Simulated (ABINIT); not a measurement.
# AlN (P6_3mc): G0W0 with ABINIT, start to end

Wanted: ground state, empty states, screening and self-energy for AlN (P6_3mc).

Program: ABINIT 10.8.3. Level of theory: LDA and many-body steps on it, plane waves. Results are calculated unless marked as measured.

The database entry behind the starting cell differs from later determinations by our own check (inner coordinate u about 0.002 short), so it need not match the best structure at ambient conditions.

### 1. Set-up

Symmetry: P6_3mc, No. 186, hexagonal system. The conventional cell has a = 3.113 Å, b = 3.113 Å, c = 4.981 Å, α = 90.00°, β = 90.00°, γ = 120.00°. Nearest to Al lie 4 N at 1.89 Å. Nearest to N lie 4 Al at 1.89 Å. Farther neighbours and most contacts between anions are not listed.

Structure file:

```cif
data_structure
_symmetry_space_group_name_H-M 'P 1'
_symmetry_Int_Tables_number 1
_cell_length_a 3.1130
_cell_length_b 3.1130
_cell_length_c 4.9810
_cell_angle_alpha 90.000
_cell_angle_beta 90.000
_cell_angle_gamma 120.000
_cell_volume 41.80
loop_
_atom_site_label
_atom_site_type_symbol
_atom_site_fract_x
_atom_site_fract_y
_atom_site_fract_z
_atom_site_occupancy
Al1 Al 0.33333 0.66667 0.00000 1
Al2 Al 0.66667 0.33333 0.50000 1
N3 N 0.33333 0.66667 0.38000 1
N4 N 0.66667 0.33333 0.88000 1
```

The cell and positions come from the Crystallography Open Database and are kept as given unless a step says otherwise.

### 2. Ground state

This step: ABINIT 10.8.3; DFT, LDA, plane waves, norm-conserving pseudopotentials.

The ground-state density comes first.

run.abi

```
acell 3*1.0 Angstrom
rprim 
  3.113000000011 -0.000000000003 0.000000000000
  -1.556500000003 2.695937081992 0.000000000000
  0.000000000000 0.000000000000 4.981000000000
ntypat 2
znucl 13 7
natom 4
typat 1 1 2 2
xred 
  0.333333333333 0.666666666667 0.000000000000
  0.666666666667 0.333333333333 0.500000000000
  0.333333333333 0.666666666667 0.380000000000
  0.666666666667 0.333333333333 0.880000000000
pp_dirpath "pseudos"
pseudos "Al.upf, N.upf"
ecut 36
ngkpt 6 6 4
nshiftk 1
shiftk 0 0 0
kptopt 1
chksymbreak 0
nband 14
occopt 1
tolvrs 1e-10
nstep 60
prtwf 0
optforces 0
optstress 0
indata_prefix "in"
outdata_prefix "out"
tmpdata_prefix "tmp"
```

On the command line:

```bash
OMP_NUM_THREADS=1 mpirun -n 4 abinit run.abi > log
```

Numbers of over 12 decimals in the logs are rounded to 6 here.

Output:

```text
.Version 10.8.3 of ABINIT. v10.8.2 released Aug 2026.

 Symmetries : space group P6_3 m c (#186); Bravais hP (primitive hexag.)
================================================================================
 Values of the parameters that define the memory need of the present run
     intxc =       0    ionmov =       0      iscf =       7    lmnmax =       6
     lnmax =       6     mgfft =      54  mpssoang =       3    mqgrid =    3001
     natom =       4  nloc_mem =       1    nspden =       1   nspinor =       1
    nsppol =       1      nsym =      12    n1xccc =    2501    ntypat =       2
    occopt =       1   xclevel =       1
-    mband =          14        mffmem =           1         mkmem =           6
       mpw =        2934          nfft =       55296          nkpt =          21
================================================================================
  Rough estimation (10% accuracy) of disk space for files :
================================================================================

--------------------------------------------------------------------------------
------------- Echo of variables that govern the present computation ------------
--------------------------------------------------------------------------------
 -outvars: echo values of preprocessed input variables --------
            acell      1.8897261259E+00  1.8897261259E+00  1.8897261259E+00 Bohr

      chksymbreak           0
             ecut      3.60000000E+01 Hartree
-          fftalg         312

              ixc       -1012
              kpt      0.00000000E+00  0.00000000E+00  0.00000000E+00
                       1.66666667E-01  0.00000000E+00  0.00000000E+00
                       3.33333333E-01  0.00000000E+00  0.00000000E+00
                       5.00000000E-01  0.00000000E+00  0.00000000E+00
                       1.66666667E-01  1.66666667E-01  0.00000000E+00
                       3.33333333E-01  1.66666667E-01  0.00000000E+00
                       3.33333333E-01  3.33333333E-01  0.00000000E+00
                       0.00000000E+00  0.00000000E+00  2.50000000E-01
                       1.66666667E-01  0.00000000E+00  2.50000000E-01
   [... 10 further rows ...]
                       3.33333333E-01  1.66666667E-01  5.00000000E-01
                       3.33333333E-01  3.33333333E-01  5.00000000E-01
         kptrlatt        6    0    0      0    6    0      0    0    4
          kptrlen      3.52963046E+01
P           mkmem           6
            natom           4
            nband          14
            ngfft          32      32      54
             nkpt          21
            nstep          60
             nsym          12
           ntypat           2
              occ      2.000000  2.000000  2.000000  2.000000  2.000000  2.000000
                       2.000000  2.000000  0.000000  0.000000  0.000000  0.000000
                       0.000000  0.000000
        optforces           0
        optstress           0
            prtwf           0
            rprim      3.1130000000E+00 -3.0000000000E-12  0.0000000000E+00
[...]
spgroup         186

           tolvrs      1.00000000E-10

             xred      3.3333333333E-01  6.6666666667E-01  1.1102230246E-16
[...]
znucl       13.00000    7.00000

================================================================================

 chkinp: Checking input parameters for consistency.

================================================================================
== DATASET  1 ==================================================================
-   mpi_nproc: 4, omp_nthreads: 1 (-1 if OMP is not activated)

--- !DatasetInfo
iteration_state: {dtset: 1, }
dimensions: {natom: 4, nkpt: 21, mband: 14, nsppol: 1, nspinor: 1, nspden: 1, mpw: 2934, }
cutoff_energies: {ecut:  36.0, pawecutdg:  -1.0, }
electrons: {nelect:   1.60000000E+01, charge:   0.00000000E+00, occopt:   1.00000000E+00, tsmear:   1.00000000E-02, }

 Real(R)+Recip(G) space primitive vectors, cartesian coordinates (Bohr,Bohr^-1):
 R(1)=  5.8827174  0.0000000  0.0000000  G(1)=  0.1699895  0.0981435  0.0000000
 R(2)= -2.9413587  5.0945827  0.0000000  G(2)=  0.0000000  0.1962869  0.0000000
 R(3)=  0.0000000  0.0000000  9.4127258  G(3)=  0.0000000  0.0000000  0.1062392
 Unit cell volume ucvol=  2.8209931E+02 bohr^3
 Angles (23,13,12)=  9.00000000E+01  9.00000000E+01  1.20000000E+02 degrees

 getcut: wavevector=  0.0000  0.0000  0.0000  ngfft=  32  32  54
         ecut(hartree)=     36.000   => boxcut(ratio)=   2.01398

--- Pseudopotential description ------------------------------------------------
- Al Generated using ONCVPSP code by D. R. Hamann
- 13.00000   3.00000  180309                  znucl, zion, pspdat
12 -1012 2 -1 1854                            pspcod,pspxc,lmax,lloc,mmax
     nproj     2     2     2
  pspatm : epsatm=    0.57439143
         --- l  ekb(1:nproj) -->
[...]
pspatm: atomic psp has been read  and splines computed

- N Generated using ONCVPSP code by D. R. Hamann
-  7.00000   5.00000  180309                  znucl, zion, pspdat
12 -1012 1 -1 1058                            pspcod,pspxc,lmax,lloc,mmax
     nproj     2     2     0
  pspatm : epsatm=    5.30777321
         --- l  ekb(1:nproj) -->
[...]
pspatm: atomic psp has been read  and splines computed

   1.88229268E+02                                ecore*ucvol(ha*bohr**3)
--------------------------------------------------------------------------------

_setup2: Arith. and geom. avg. npw (full set) are    2910.285    2910.260

================================================================================

--- !BeginCycle
iteration_state: {dtset: 1, }
solver: {iscf: 7, nstep: 60, nline: 4, wfoptalg: 0, }
tolerances: {tolvrs: 1.00E-10, }

     iter   Etot(hartree)      deltaE(h)  residm     vres2
 ETOT  1  -25.360049001870    -2.536E+01 5.573E-02 9.227E+02
 ETOT  2  -25.419467492625    -5.942E-02 1.610E-02 7.435E+02
 ETOT  3  -25.684981279308    -2.655E-01 1.357E-02 2.073E+00
 ETOT  4  -25.686120860242    -1.140E-03 7.821E-03 9.918E-02
 ETOT  5  -25.686147307159    -2.645E-05 3.235E-03 8.794E-04
 ETOT  6  -25.686147472856    -1.657E-07 2.204E-03 1.237E-04
 ETOT  7  -25.686147526854    -5.400E-08 2.652E-03 8.548E-07
 ETOT  8  -25.686147527106    -2.524E-10 2.193E-03 6.702E-08
 ETOT  9  -25.686147527133    -2.737E-11 1.592E-03 1.788E-09
 ETOT 10  -25.686147527134    -1.069E-12 1.031E-03 1.815E-11

 At SCF step   10       vres2   =  1.81E-11 < tolvrs=  1.00E-10 =>converged.

--- !ResultsGS
iteration_state: {dtset: 1, }
comment   : Summary of ground state results
lattice_vectors:
- [  5.8827174,  -0.0000000,   0.0000000, ]
- [ -2.9413587,   5.0945827,   0.0000000, ]
- [  0.0000000,   0.0000000,   9.4127258, ]
lattice_lengths: [   5.88272,    5.88272,    9.41273, ]
lattice_angles: [ 90.000,  90.000, 120.000, ] # degrees, (23, 13, 12)
lattice_volume:   2.8209931E+02
convergence: {deltae: -1.069E-12, res2:  1.815E-11, residm:  1.031E-03, diffor:  0.000E+00, }
etotal    :  -2.56861475E+01
entropy   :   0.00000000E+00
fermie    :   2.07969323E-01
cartesian_stress_tensor: null
pressure_GPa: null
xred      :
- [  3.3333E-01,   6.6667E-01,   1.1102E-16, Al]
- [  6.6667E-01,   3.3333E-01,   5.0000E-01, Al]
- [  3.3333E-01,   6.6667E-01,   3.8000E-01,  N]
- [  6.6667E-01,   3.3333E-01,   8.8000E-01,  N]
cartesian_forces: null
force_length_stats: {min: null, max: null, mean: null, }

 Integrated electronic density in atomic spheres:
 ------------------------------------------------
 Atom  Sphere_radius  Integrated_density
[...]
4        2.00000          5.34572500
================================================================================

 ----iterations are completed or convergence reached----

 Mean square residual over all n,k,spin=   55.697E-07; max=  10.310E-04
 reduced coordinates (array xred) for    4 atoms
       0.333333333333      0.666666666667      0.000000000000
       0.666666666667      0.333333333333      0.500000000000
       0.333333333333      0.666666666667      0.380000000000
       0.666666666667      0.333333333333      0.880000000000
 rms dE/dt=  0.0000E+00; max dE/dt=  0.0000E+00; dE/dt below (all hartree)
    1       0.000000000000      0.000000000000      0.000000000000
    2       0.000000000000      0.000000000000      0.000000000000
    3       0.000000000000      0.000000000000      0.000000000000
    4       0.000000000000      0.000000000000      0.000000000000

 cartesian coordinates (angstrom) at end:
    1      1.67e-12     1.797291     0.000000
    2      1.556500     0.898646     2.490500
    3      1.67e-12     1.797291     1.892780
    4      1.556500     0.898646     4.383280
 length scales=  1.889726125908  1.889726125908  1.889726125908 bohr
              =  1.000000000000  1.000000000000  1.000000000000 angstroms
 prteigrs : about to open file out_EIG
 Fermi (or HOMO) energy (hartree) =   0.20797   Average Vxc (hartree)=  -0.40307
 Eigenvalues (hartree) for nkpt=  21  k points:
 kpt#   1, nband= 14, wtk=  0.00694, kpt=  0.0000  0.0000  0.0000 (reduced coord)
  -0.34284   -0.26113   -0.01340    0.17723    0.17723    0.20143    0.20143    0.20797
   0.36434    0.44914    0.59278    0.61208    0.61208    0.68432
 prteigrs : prtvol=0 or 1, do not print more k-points.

--- !EnergyTerms
iteration_state     : {dtset: 1, }
comment             : Components of total free energy in Hartree
kinetic             :  1.63935807916451E+01
hartree             :  5.61716888740043E+00
xc                  : -8.49234516615847E+00
Ewald energy        : -2.17432241271520E+01
psp_core            :  6.67244707056834E-01
local_psp           : -1.66983499131039E+01
non_local_psp       : -1.43022270682249E+00
total_energy        : -2.56861475271344E+01
total_energy_eV     : -6.98955681532103E+02
band_energy         :  2.79891230043073E-01

== END DATASET(S) ==============================================================
================================================================================

 -outvars: echo values of variables after computation  --------
           etotal     -2.5686147527E+01
            nband          14
             nkpt          21
          spgroup         186
 [... the other variables as echoed above ...]

 Calculation completed.
```

The job ended after 7 s (4 MPI ranks of Arm Neoverse V2, shared host; peak memory 0.28 GiB).

This step gave:

```yaml
total_energy: -698.9557 eV
gap: 4.255 eV
k_of_the_valence_top: 0, 0, 0
k_of_the_conduction_bottom: 0, 0, 0
least_direct_gap: 4.255 eV
```

The gap is direct, at Γ.

(Continued in part 2 of 3.)

[Paths, hosts, dates, memory and timing lines, banners, echoed tables and standing remarks are left out of the program output.]

[Logs are printed without paths, hosts, clocks, repeated set-up lines and the standing remarks that a program may print on its own settings, such as how far it seeks lower states.]

[Runs of the session that timed out or met a known fault of the program may be left out.]

[Hosts, paths, dates, database ids (printed as entryN), source tags and the programs' standing remarks are cut or masked in the printed files.]

[G0W0 gaps are taken among the corrected bands and points alone; a level outside them can change the order at an edge.]

[Where Ansatz stands beside ABINIT at settings called matched, ABINIT's density can come from a denser mesh and the files from another edition; pairs whose starting gaps differed by over 0.03 eV were left out, so agreement reads better than it is.]
